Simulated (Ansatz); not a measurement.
## Vibrations of species on Cu(111)

Aim: bond lengths and vibrational modes of species bound on Cu(111).

Calculated with Ansatz 0.2.0; DFT PBE, scalar-relativistic, plane waves, PAW; PAW set soft_1.

**1. The bulk crystal behind the slab**

Symmetry: Fm-3m, No. 225, cubic system. The conventional cell has a = 3.630 Å, b = 3.630 Å, c = 3.630 Å, α = 90.00°, β = 90.00°, γ = 90.00°. Nearest to Cu lie 12 Cu at 2.57 Å.

**2. Relaxation of the host**

The host crystal is relaxed at the same level, and its volume sets the scale of the cells that follow.

File input.yaml:

```yaml
crystal:
  lattice:
    - [0.0, 1.815, 1.815]
    - [1.815, 0.0, 1.815]
    - [1.815, 1.815, 0.0]
  atoms:
    - { symbol: Cu, position: [0.0, 0.0, 0.0] }
kpoints:
  mp_grid: { grid: [24, 24, 24] }
hamiltonian:
  xc: pbe
  pseudopotentials: { kind: paw, azcp: { folder: soft_1 } }
scf:
  occupations: { method: methfessel_paxton, width: 0.15 }
output:
  forces: true
  stress: true
  eigenvalues: true
relax:
  adjacent_minimum: "off"
  f_tol: 0.002
  max_steps: 60
  cell: { stress_tol: 0.02 }
```

Command:

```bash
ansatz run input.yaml --threads 8 --pin off --max-ram 20480MiB --backend cpu --events-out ev --progress --plain --runs-dir out
```

Numbers of over 12 decimals in the logs are rounded to 6 here.

What it wrote:

```text
The last accepted step is kept in <dir> (removed where the run ends without a failure and the disk answers)
Engine: ansatz 0.2.0, x86_64-unknown-linux-gnu
Pseudopotentials: kind: paw
Pseudopotential: Cu, paw, valence charge 19, recommended cutoff 420 eV (normal), soft_1/Cu.paw.azcp
Functional definition: PBE
  parameter kappa = 0.804
  parameter beta = 0.066725
  exchange = pbe_x(kappa = kappa, mu = beta*pi^2/3)
[...]
--- Relaxed structure (3 steps of the walk, 3 accepted, 1 SCFs on fresh bases) ---
  F+E_penalty+E_count = -6625.18473276 eV   max|allowed force component| = 0.000e0 eV/Å   (the final SCF, on the basis selected at the relaxed cell)
  cell:  # Å, volume = 11.9489 Å³
    - [0, 1.814538, 1.814538]
    - [1.814538, 0, 1.814538]
    - [1.814538, 1.814538, 0]
  atoms:
    - { symbol: Cu, position: [0.0, 0.0, 0.0] }
[key lines of the parts left out:]
SCF converged after 5 iterations
Free energy (F): -6625.184733 eV
Fermi energy:    16.123004 eV
P = ⅓ Tr σ = 0.0007 GPa (0.007 kbar)
```

Elapsed: 1.7 s, on 8 threads of Intel Xeon 6975P-C (Granite Rapids), shared host; peak memory 0.45 GiB.

Little changed from the start: no atom moved by 0.005 Å and no cell edge by 0.1 %.

This step gave:

| Quantity | Value |
| --- | --- |
| pressure | 6.77e-4 GPa |
| volume per atom | 11.95 Å³ |
| gap on the k-mesh | 0 eV |

The forces vanish by symmetry.

**3. Letting the atoms settle: F at the fcc hollow site, 1 monolayer**

The slab carries F at the fcc hollow site, 1 monolayer. Its plane takes the lattice constant of the bulk relaxed at this level. The lowest layers are held, and the other atoms relax. The program lengthens the typed cell of 22.4 Å along the normal to 38.7 Å, as its cut-off of the electrostatics needs, and moves no atom.

System of this step: F at the fcc hollow site, 1 monolayer on Cu(111). The cell holds 5 atoms: 4 Cu and 1 F. Cell: a = 2.566 Å, b = 2.566 Å, c = 38.694 Å, α = 90.0°, β = 90.0°, γ = 60.0°. It derives from Cu. Vacuum lies along c.

File input.yaml:

```yaml
crystal:
  lattice:
    - [2.5661472057, 0.0, 0.0]
    - [1.2830736028, 2.2223446645, 0.0]
    - [0.0, 0.0, 22.4429807987]
  atoms:
    - { symbol: Cu, position: [0.0, 0.0, 0.334095] }
    - { symbol: Cu, position: [0.333333, 0.333333, 0.427454] }
    - { symbol: Cu, position: [0.666667, 0.666667, 0.520813] }
    - { symbol: Cu, position: [0.0, 0.0, 0.614171] }
    - { symbol: F, position: [0.333333, 0.333333, 0.665905] }
  periodic: [true, true, false]
kpoints:
  mp_grid: { grid: [12, 12, 1] }
hamiltonian:
  xc: pbe
  pseudopotentials: { kind: paw, azcp: { folder: soft_1 } }
scf:
  occupations: { method: methfessel_paxton, width: 0.15 }
output:
  forces: true
  eigenvalues: true
relax:
  adjacent_minimum: "off"
  f_tol: 0.003
  max_steps: 120
  constraints: [{ sites: [0, 1] }]
```

What it wrote:

```text
Warning: crystal.periodic: the lattice vector that does not repeat stood 0.000° off the slab's normal, 22.443 Å along it as the deck builds it. The run solves the slab on a vector along the normal, 38.694 Å long, with every atom where it was (on the deck's vector they left 15.00 Å outside them, and the widest stretch free of ions among them is 2.10 Å). A fractional position that the run reports is one of the run's ce [...]
Warning: the atoms were moved onto the symmetric positions of the space group found under crystal.symmetry.tolerance 1.0e-5 (fractional; no operation is sought that the atoms, as they stand in a round, miss by more than twice it, and no atom is moved by as much as it), and the run uses the moved positions. Before a round's move an operation carried an atom to 3.08e-6 Å from where it should land, the largest such dist [...]
[...]
crystal.periodic: the lattice vector that does not repeat stood 0.000° off the slab's normal, 22.443 Å along it as the deck builds it. The run solves the slab on a vector along the normal, 38.694 Å long, with every atom where it was (on the deck's vector they left 15.00 Å outside them, and the widest stretch free of ions among them is 2.10 Å). A fractional position that the run reports is one of the run's cell, which [...]
[...]
Crystal: 5 atoms, lattice volume = 220.664 Å³
Basis set: ecut = 420 eV, 4431 PW (Γ), exchange–correlation on 36×36×540 points (8 copies of the dense FFT grid, shifted against one another)
Bands: 50, of which v1, the nominal top of the filled ones, is band 42 counted from 1 (41 counted from 0)
Symmetry: 6 space group operations
[...]
k-points: 19 of 144 (time reversal used)
[...]
SCF iter   1: F=—  HF=-27311.419289 eV  |F-HF|=—  |Δ(HF+E_count)|=         —  Δρ=1.26e-1  dr2=2.44e1  ethr=3.10e-3  ⟨swp⟩=15.6  Hψ=6480  notcnv=0  defer=10
[...]
SCF iter  19: F=-27307.037708 eV  HF=-27307.037708 eV  |F-HF|=2.98e-8  |Δ(HF+E_count)|=   1.57e-8  S|Δr|=    0.00e0  Δρ=9.72e-7  dr2=2.49e-9  ethr=4.33e-11  ⟨swp⟩=5.7  Hψ=3742  notcnv=0
SCF 1 converged in 19 iterations: F = -27307.037708 eV  dr2 = 2.49e-9
[...]
relax step   1: F+E_penalty+E_count = -27307.03770801 eV  Δ(F+E_penalty+E_count) = +0.000e0 eV  max|allowed force component| = 2.942e0 eV/Å  Δτ_max = 0.0000 Å  (19 SCF iters, dr2 threshold 2.25e-7 eV, accepted)
[...]
SCF iter   8: F=-27307.182982 eV  HF=-27307.182940 eV  |F-HF|=4.16e-5  |Δ(HF+E_count)|=   5.44e-6  S|Δr|=    0.00e0  Δρ=7.63e-5  dr2=2.84e-5  ethr=1.20e-7  ⟨swp⟩=16.6  Hψ=5962  notcnv=0
SCF 2 converged in 8 iterations: F = -27307.182982 eV  dr2 = 2.84e-5
relax step   2: F+E_penalty+E_count = -27307.18298154 eV  Δ(F+E_penalty+E_count) = -1.453e-1 eV  max|allowed force component| = 1.794e0 eV/Å  Δτ_max = 0.0451 Å  (8 SCF iters, dr2 threshold 1.00e-4 eV, accepted)
[...]
SCF iter  10: F=-27307.277349 eV  HF=-27307.277361 eV  |F-HF|=1.24e-5  |Δ(HF+E_count)|=   2.24e-5  S|Δr|=    0.00e0  Δρ=7.41e-5  dr2=1.65e-5  ethr=7.95e-8  ⟨swp⟩=9.9  Hψ=3385  notcnv=0
SCF 3 converged in 10 iterations: F = -27307.277349 eV  dr2 = 1.65e-5
relax step   3: F+E_penalty+E_count = -27307.27734897 eV  Δ(F+E_penalty+E_count) = -9.437e-2 eV  max|allowed force component| = 1.304e-1 eV/Å  Δτ_max = 0.0714 Å  (10 SCF iters, dr2 threshold 1.00e-4 eV, accepted)
[...]
relax step   4: F+E_penalty+E_count = -27307.27799593 eV  Δ(F+E_penalty+E_count) = -6.470e-4 eV  max|allowed force component| = 8.119e-3 eV/Å  Δτ_max = 0.0107 Å  (8 SCF iters, dr2 threshold 1.06e-6 eV, accepted)
SCF iter   1: F=—  HF=-27307.278039 eV  |F-HF|=—  |Δ(HF+E_count)|=         —  Δρ=4.20e-5  dr2=1.13e-5  ethr=1.29e-7  ⟨swp⟩=2.0  Hψ=1729  notcnv=0
[...]
SCF iter   8: F=-27307.277999 eV  HF=-27307.277999 eV  |F-HF|=3.02e-8  |Δ(HF+E_count)|=   8.39e-9  S|Δr|=    0.00e0  Δρ=1.24e-6  dr2=4.69e-9  ethr=9.94e-12  ⟨swp⟩=5.1  Hψ=3608  notcnv=0
SCF 5 converged in 8 iterations: F = -27307.277999 eV  dr2 = 4.69e-9
relax step   5: F+E_penalty+E_count = -27307.27799927 eV  Δ(F+E_penalty+E_count) = -3.340e-6 eV  max|allowed force component| = 6.083e-4 eV/Å  Δτ_max = 0.0006 Å  (8 SCF iters, accepted)
SCF converged after 8 iterations
[...]
Free energy (F): -27307.277999 eV
[...]
Internal energy: -27307.267819 eV  (E = F + TS)
E sigma→0 (E₀):  -27307.275454 eV
Entropy (-TS):   -0.010180 eV (-2.036 meV/atom)
Fermi energy:    -6.946695 eV
[...]
--- Forces (eV/Å), atoms counted from 1 ---
  atom   1  Cu     0.00000000     0.00000000     0.01924674
  atom   2  Cu     0.00000000    -0.00000000    -0.01997028
  atom   3  Cu    -0.00000000    -0.00000000     0.00020785
  atom   4  Cu    -0.00000000    -0.00000000     0.00060826
  atom   5  F      0.00000000     0.00000000    -0.00006420
  max |Σ_I F_I| component: 2.84e-5 eV/Å
--- Band table (eV; the first three rows and the last of 19) ---
  k-point 0: bands = [... 38 lower, -8.6729, -8.5261, -8.5261, -7.5335, -7.2585, -7.2585, -2.6980 (-2.6992°), -1.9692 (-2.0395°?), ... 4 higher]
  k-point 1: bands = [... 38 lower, -8.6523, -8.5197, -8.4588, -7.3681, -7.2463, -7.0107, -2.5307 (-2.5317°), -1.7599 (-1.8306°?), ... 4 higher]
  k-point 2: bands = [... 38 lower, -8.6063, -8.4975, -8.0861, -7.3235, -7.2229, -6.0152, -2.0543 (-2.0548°), -1.1552 (-1.2153°?), ... 4 higher]
  k-point 18: bands = [... 38 lower, -7.8422, -7.1482, -3.5329, -3.2900, -2.9994, -2.3641, -1.6792, -1.5689, ... 4 higher]
  ° read free of the cell's end (the report's vacuum.weakly_bound_levels)
  °? not known for the slab's own: over its row's bound_up_to_ev there, or no deeper under its free states than its continued_xc_part_ev in size
--- Relaxed structure (5 steps of the walk, 5 accepted, 0 SCFs on fresh bases) ---
  F+E_penalty+E_count = -27307.27799927 eV   max|allowed force component| = 6.083e-4 eV/Å
  cell:  # Å, volume = 220.6644 Å³
    - [2.566145, 2.8867564417719038e-11, 0.0]
    - [1.283072, 2.222347, 0.0]
    - [0.0, 0.0, 38.693611]
  atoms:
    - { symbol: Cu, position: [-7.031412401060061e-17, -1.1842367635562375e-17, 0.193781] }
    - { symbol: Cu, position: [0.333333, 0.333333, 0.247931] }
    - { symbol: Cu, position: [0.666667, 0.666667, 0.301966] }
[...]
- { symbol: F, position: [0.333333, 0.333333, 0.389527] }
```

The job ended after 10 s (8 threads; peak memory 0.86 GiB; 72 s of CPU time).

This run has no spin polarisation although its electron count is odd.

The steps of the relaxation:

| step | energy less that of the first step (eV) | largest force component (eV/Å) |
| --- | --- | --- |
| 1 | 0.0000 | 2.9423 |
| 2 | -0.1453 | 1.7940 |
| 3 | -0.2396 | 0.1304 |
| 4 | -0.2403 | 0.0081 |
| 5 | -0.2403 | 0.0006 |

The run keeps the 6 symmetry operations that it works with, so distortions that break them were not tested.

The atoms that moved most (Å):

| atom | dx | dy | dz | length |
| --- | --- | --- | --- | --- |
| F5 | 0.000 | 0.000 | 0.127 | 0.127 |
| Cu4 | 0.000 | 0.000 | -0.052 | 0.052 |

The relaxed structure:

```xyz
5
Lattice="2.5661 0.0000 0.0000 1.2831 2.2223 0.0000 0.0000 0.0000 38.6936" Properties=species:S:1:pos:R:3
Cu    0.0000    0.0000    7.4981
Cu    1.2831    0.7408    9.5933
Cu    2.5661    1.4816   11.6842
Cu    0.0000    0.0000   13.7321
F     1.2831    0.7408   15.0722
```

The largest force component left on a free atom is 0.61 meV/Å.

**4. Modes of the chosen sites: F at the fcc hollow site, 1 monolayer**

Only 2 sites are displaced (1 Cu and 1 F), with their periodic images, and all others stay at rest. This gives the modes that are localised on these sites for less work than the whole matrix.

input.yaml, the sections that differ from step 3:

```yaml
crystal:
  lattice:
    - [2.5661448931, 0.0, 0.0]
    - [1.2830724465, 2.2223466673, 0.0]
    - [0.0, 0.0, 38.6936109176]
  atoms:
    - { symbol: Cu, position: [0.0, 0.0, 0.1937810272] }
    - { symbol: Cu, position: [0.3333333333, 0.3333333333, 0.2479309035] }
    - { symbol: Cu, position: [0.6666666667, 0.6666666667, 0.301966406] }
    - { symbol: Cu, position: [0.0, 0.0, 0.3548940602] }
    - { symbol: F, position: [0.3333333333, 0.3333333333, 0.3895266698] }
  periodic: [true, true, false]
output:
  eigenvalues: true
phonons:
  method: fd
  supercell: [1, 1, 1]
  displaced_sites: [3, 4]
  rigid_motions: translations
# kpoints, hamiltonian, scf: as in step 3
# relax: removed
```

What it wrote:

```text
[...]
Crystal: 5 atoms, lattice volume = 220.664 Å³
Basis set: ecut = 420 eV, 4431 PW (Γ), exchange–correlation on 36×36×540 points (8 copies of the dense FFT grid, shifted against one another)
Bands: 50, of which v1, the nominal top of the filled ones, is band 42 counted from 1 (41 counted from 0)
Symmetry: 6 space group operations
k-points: 19 of 144 (time reversal used)
[...]
SCF iter   1: F=—  HF=-27312.130416 eV  |F-HF|=—  |Δ(HF+E_count)|=         —  Δρ=1.29e-1  dr2=2.91e1  ethr=3.10e-3  ⟨swp⟩=15.8  Hψ=6432  notcnv=0  defer=8
[...]
SCF iter  23: F=-27307.277999 eV  HF=-27307.277999 eV  |F-HF|=4.13e-9  |Δ(HF+E_count)|=   6.71e-9  S|Δr|=    0.00e0  Δρ=1.48e-7  dr2=4.23e-11  ethr=1.00e-12  ⟨swp⟩=20.6  Hψ=6831  notcnv=0
SCF 1 converged in 23 iterations: F = -27307.277999 eV  dr2 = 4.23e-11
[...]
Symmetry: 2 space group operations
k-points: 43 of 144 (time reversal used)
[...]
SCF iter  17: F=-27307.277975 eV  HF=-27307.277975 eV  |F-HF|=1.16e-10  |Δ(HF+E_count)|=  4.26e-10  S|Δr|=    0.00e0  Δρ=2.66e-8  dr2=1.62e-12  ethr=1.00e-12  ⟨swp⟩=8.6  Hψ=12376  notcnv=0
SCF 2 converged in 17 iterations: F = -27307.277975 eV  dr2 = 1.62e-12
[...]
SCF iter  10: F=-27307.277973 eV  HF=-27307.277973 eV  |F-HF|=7.64e-10  |Δ(HF+E_count)|=  3.60e-10  S|Δr|=    0.00e0  Δρ=4.28e-8  dr2=5.20e-12  ethr=1.00e-12  ⟨swp⟩=9.0  Hψ=12466  notcnv=0
SCF 3 converged in 10 iterations: F = -27307.277973 eV  dr2 = 5.20e-12
[...]
SCF iter  15: F=-27307.277981 eV  HF=-27307.277981 eV  |F-HF|=4.07e-10  |Δ(HF+E_count)|=  2.47e-10  S|Δr|=    0.00e0  Δρ=1.69e-8  dr2=1.49e-12  ethr=1.00e-12  ⟨swp⟩=8.5  Hψ=12377  notcnv=0
SCF 4 converged in 15 iterations: F = -27307.277981 eV  dr2 = 1.49e-12
[...]
SCF iter   8: F=-27307.277981 eV  HF=-27307.277981 eV  |F-HF|=5.78e-10  |Δ(HF+E_count)|=  6.18e-10  S|Δr|=    0.00e0  Δρ=4.85e-8  dr2=3.72e-12  ethr=1.00e-12  ⟨swp⟩=9.0  Hψ=12394  notcnv=0
SCF 5 converged in 8 iterations: F = -27307.277981 eV  dr2 = 3.72e-12
SCF converged after 23 iterations
[...]
Free energy (F): -27307.277999 eV
[...]
Internal energy: -27307.267819 eV  (E = F + TS)
E sigma→0 (E₀):  -27307.275454 eV
Entropy (-TS):   -0.010181 eV (-2.036 meV/atom)
Fermi energy:    -6.946689 eV
[...]
--- Forces (eV/Å), atoms counted from 1 ---
  atom   1  Cu     0.00000000    -0.00000000     0.01925583
  atom   2  Cu     0.00000000     0.00000000    -0.01996965
  atom   3  Cu    -0.00000000    -0.00000000     0.00019987
  atom   4  Cu     0.00000000    -0.00000000     0.00057637
  atom   5  F     -0.00000000     0.00000000    -0.00006028
  max |Σ_I F_I| component: 2.14e-6 eV/Å
--- Band table (eV; the first three rows and the last of 19) ---
  k-point 0: bands = [... 38 lower, -8.6729, -8.5260, -8.5260, -7.5335, -7.2585, -7.2585, -2.6981 (-2.6994°), -1.9704 (-2.0405°?), ... 4 higher]
  k-point 1: bands = [... 38 lower, -8.6522, -8.5197, -8.4588, -7.3681, -7.2463, -7.0107, -2.5308 (-2.5318°), -1.7611 (-1.8316°?), ... 4 higher]
  k-point 2: bands = [... 38 lower, -8.6063, -8.4975, -8.0861, -7.3235, -7.2229, -6.0151, -2.0543 (-2.0548°), -1.1564 (-1.2166°?), ... 4 higher]
  k-point 18: bands = [... 38 lower, -7.8421, -7.1482, -3.5329, -3.2900, -2.9994, -2.3641, -1.6792, -1.5689, ... 4 higher]
  ° read free of the cell's end (the report's vacuum.weakly_bound_levels)
[...]
--- Phonons: 4 displaced members + reference (amplitude 0.0025 Å, Σ member SCF iterations 50) ---
  symmetry images taken by strict's conditions (phonons.symmetry_images: auto; settled by no image being taken that strict refuses)
  force constants formed among 2 of 5 sites (Cu 3, F 4); the other 3 at rest. The modes move the named sites alone.
  the frequencies, the zero-point energy and the sums are of the block with the acoustic sum rule laid on its rows. Row sums over every site: 6.3e-5 eV/Å² at the most
  transpose residual: 2.1e-5 eV/Å²
  largest component of a force at the reference: 5.8e-4 eV/Å on a named site, 2.0e-2 eV/Å on a site at rest
  frequencies among the named sites at Γ of the cell (cm⁻¹): 56.61 56.61 121.88 207.00 207.00 494.12
  unstable modes among the named sites: 0
  frequencies as built, with no sum rule (cm⁻¹): 56.61 56.61 121.88 207.00 207.00 494.12
  zero-point energy: 0.070871 eV/cell   skipped modes (ω ≤ 0): 0
  not written: the harmonic force-constant file, the file of eigenvectors (these modes' are written with the force constants), the density of states and the dispersion, which are of every site
```

It took 16 s on 8 threads; peak memory 0.98 GiB; 2 min of CPU time.

This run has no spin polarisation, although Cu can carry a moment.

The other atoms of the cell are at rest; shares are of the kinetic energy, a minus sign marks an imaginary mode, and where like sites share a mode the one named is one choice of several. Modes of the displaced sites:

| mode | frequency (cm⁻¹) | share of Cu (%) | share of F (%) | site with the largest share | its share (%) |
| --- | --- | --- | --- | --- | --- |
| 1 | 56.6 | 70 | 30 | Cu4 | 70 |
| 2 | 56.6 | 70 | 30 | Cu4 | 70 |
| 3 | 121.9 | 75 | 25 | Cu4 | 75 |
| 4 | 207.0 | 30 | 70 | F5 | 70 |
| 5 | 207.0 | 30 | 70 | F5 | 70 |
| 6 | 494.1 | 25 | 75 | F5 | 75 |

The highest mode of the block lies at 494.1 cm⁻¹; the acoustic sum rule moved it by 0.0 cm⁻¹.

**5. Relaxation in the fixed cell: F at the fcc hollow site, 0.5 monolayer**

The slab carries F at the fcc hollow site, 0.5 monolayer. Its plane takes the lattice constant of the bulk relaxed at this level. The lowest layers are held, and the other atoms relax. The program lengthens the typed cell of 22.4 Å along the normal to 38.7 Å, as its cut-off of the electrostatics needs, and moves no atom.

System of this step: F at the fcc hollow site, 0.5 monolayer on Cu(111). The cell holds 9 atoms: 8 Cu and 1 F. Its edges and angles: a = 5.132 Å, b = 2.566 Å, c = 38.694 Å, α = 90.0°, β = 90.0°, γ = 60.0°. It derives from Cu. Vacuum lies along c.

File input.yaml:

```yaml
crystal:
  lattice:
    - [5.1322944113, 0.0, 0.0]
    - [1.2830736028, 2.2223446645, 0.0]
    - [0.0, 0.0, 22.4429807987]
  atoms:
    - { symbol: Cu, position: [0.0, 0.0, 0.334095] }
    - { symbol: Cu, position: [0.5, 0.0, 0.334095] }
    - { symbol: Cu, position: [0.166667, 0.333333, 0.427454] }
    - { symbol: Cu, position: [0.666667, 0.333333, 0.427454] }
    - { symbol: Cu, position: [0.833333, 0.666667, 0.520813] }
    - { symbol: Cu, position: [0.333333, 0.666667, 0.520813] }
    - { symbol: Cu, position: [0.0, 0.0, 0.614171] }
    - { symbol: Cu, position: [0.5, 0.0, 0.614171] }
    - { symbol: F, position: [0.166667, 0.333333, 0.665905] }
  periodic: [true, true, false]
kpoints:
  mp_grid: { grid: [6, 12, 1] }
hamiltonian:
  xc: pbe
  pseudopotentials: { kind: paw, azcp: { folder: soft_1 } }
scf:
  occupations: { method: methfessel_paxton, width: 0.15 }
output:
  forces: true
  eigenvalues: true
relax:
  adjacent_minimum: "off"
  f_tol: 0.003
  max_steps: 120
  constraints: [{ sites: [0, 1, 2, 3] }]
```

What it wrote:

```text
[...]
Warning: crystal.lattice, of which some number shows no typed digit to judge by, misses the space group found at crystal.symmetry.tolerance 1.0e-5 by more than rounding, which is why this is a warning: the operation that it misses by the most changes a squared length by the fraction 3.12e-6, and from 1e-6 on that is taken for a strain and not for rounding. The run uses the lattice that is a stretch of the typed one,  [...]
[...]
atoms:
    - { symbol: Cu, position: [0.0, 0.0, 0.193781] }
    - { symbol: Cu, position: [0.500000, 0, 0.193781] }
    - { symbol: Cu, position: [0.166667, 0.333333, 0.247931] }
    - { symbol: Cu, position: [0.666667, 0.333333, 0.247931] }
    - { symbol: Cu, position: [0.835501, 0.664499, 0.302403] }
    - { symbol: Cu, position: [0.332824, 0.667176, 0.300930] }
    - { symbol: Cu, position: [-0.00970875, 0.00970875, 0.356098] }
    - { symbol: Cu, position: [0.510386, -0.010386, 0.353547] }
    - { symbol: F, position: [0.207309, 0.292691, 0.390733] }
[key lines of the parts left out:]
SCF converged after 2 iterations
Free energy (F): -53807.704974 eV
Fermi energy:    -5.756370 eV
```

It took 71 s on 8 threads; peak memory 2.3 GiB; 8.8 min of CPU time.

Step by step:

| step | energy less that of the first step (eV) | largest force component (eV/Å) |
| --- | --- | --- |
| 1 | 0.0000 | 3.3620 |
| 2 | -0.2655 | 2.0691 |
| 3 | -0.4637 | 0.1783 |
| 4 | -0.4693 | 0.0580 |
| 5 | -0.4698 | 0.0235 |
| 6 | -0.4699 | 0.0018 |
| 7 | -0.4699 | 0.0018 |

Forces are held to the 2 operations that the run works with; a distortion that breaks them can't arise in this run.

The atoms that moved most (Å):

| atom | dx | dy | dz | length |
| --- | --- | --- | --- | --- |
| F9 | 0.156 | -0.090 | 0.174 | 0.251 |
| Cu8 | 0.040 | -0.023 | -0.104 | 0.114 |
| Cu6 | -0.002 | 0.001 | -0.045 | 0.045 |
| Cu7 | -0.037 | 0.022 | -0.005 | 0.043 |
| Cu5 | 0.008 | -0.005 | 0.012 | 0.016 |

The relaxed structure:

```cif
data_structure
_symmetry_space_group_name_H-M 'P 1'
_symmetry_Int_Tables_number 1
_cell_length_a 5.1323
_cell_length_b 2.5661
_cell_length_c 38.6936
_cell_angle_alpha 90.000
_cell_angle_beta 90.000
_cell_angle_gamma 60.000
_cell_volume 441.33
loop_
_atom_site_label
_atom_site_type_symbol
_atom_site_fract_x
_atom_site_fract_y
_atom_site_fract_z
_atom_site_occupancy
Cu1 Cu 0.00000 0.00000 0.19378 1
Cu2 Cu 0.50000 0.00000 0.19378 1
Cu3 Cu 0.16667 0.33333 0.24793 1
Cu4 Cu 0.66667 0.33333 0.24793 1
Cu5 Cu 0.83550 0.66450 0.30240 1
Cu6 Cu 0.33282 0.66718 0.30093 1
Cu7 Cu 0.99029 0.00971 0.35610 1
Cu8 Cu 0.51039 0.98961 0.35355 1
F9 F 0.20731 0.29269 0.39073 1
```

The largest force component left on a free atom is 1.8 meV/Å.

(Continued in part 2 of 2.)

[Logs are printed without paths, hosts, clocks, repeated set-up lines and the standing remarks that a program may print on its own settings, such as how far it seeks lower states.]

[Hosts, paths, dates, database ids (printed as entryN), source tags and the programs' standing remarks are cut or masked in the printed files.]
